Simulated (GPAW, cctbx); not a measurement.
# SrRePdPbO6: what bonding does to one electron reflection, worked out

SrRePdPbO6, F-43m (no. 216), a = 8.2560 Å, b = 8.2560 Å, c = 8.2560 Å, α = 90.00°, β = 90.00°, γ = 90.00°.

| atom | mult. | x | y | z |
| --- | --- | --- | --- | --- |
| Pb1 | 4 | 1/4 | 3/4 | 3/4 |
| Re1 | 4 | 1/2 | 0 | 0 |
| Pd1 | 4 | 0 | 0 | 0 |
| Sr1 | 4 | 1/4 | 1/4 | 3/4 |
| O1 | 24 | 1/2 | 0.2300 | 0 |

The start was made by putting kin elements into a known structure type; the compound need not exist, or be stable, in this form.

A DFT run (GPAW, PBE, 550 eV, 4×4×4 k-points, Fermi–Dirac width 0.05 eV) gives the static X-ray structure factor of 020 as 65.158 e for the conventional cell; superposed free atoms give 64.122 e. **Problem.** Find the Fourier component V of the crystal potential and the two-beam extinction distance at 120 kV in both cases.

### 1. Geometry

The cell volume is Ω = 562.74 Å³ and d(020) = 4.1280 Å, so g = 1/d = 0.2422 Å⁻¹.

### 2. The nuclei

Electrons feel nuclei as well as electrons, so the nuclear charges are summed with the same phases.

Phase sums Σ exp(2πi h·x), turned so that the total is real and positive: Pb -4.000, Re +4.000, Pd +4.000, Sr -4.000, O +8.251. Then F_Z = 82 × (-4.000) + 75 × (+4.000) + 46 × (+4.000) + 38 × (-4.000) + 8 × (+8.251) = 70.01 e. The electron term has the same sign for this reflection.

### 3. Mott–Bethe

Poisson's equation, term by term, gives V = (e/4πε₀)(F_Z − F)/(πΩg²), with e/4πε₀ = 14.3996 V Å.

The prefactor is 14.3996 × 4.1280²/(π × 562.74) = 0.13879 V per electron. Free atoms: (70.01 − 64.122) × 0.13879 = 0.817 V. Crystal: (70.01 − 65.158) × 0.13879 = 0.673 V. F changes by +1.62 % and V by -17.6 %: the same 1.04 e is measured against F_Z − F = 5.9 e in place of F = 64.1 e.

### 4. Extinction distance

In the two-beam case ξ = 1/(λU) with U = 2γm₀eV/h², that is ξ = 150.41 V Å²/(γλV).

At 120 kV, λ = 0.03349 Å and γ = 1.2348. Free atoms: ξ = 4450 Å. Crystal: ξ = 5400 Å. The thickness fringes go as sin²(πt/ξ), so the two patterns slip by a quarter of a period when t|1/ξ₁ − 1/ξ₀| = 1/4, at t ≈ 632 nm. Thermal motion, absorption and many-beam coupling, left out here, change a real pattern.

### 5. Answer

V(020) is 0.67 V against 0.82 V, and ξ is 5400 against 4450 Å. Limits: static atoms, two beams.
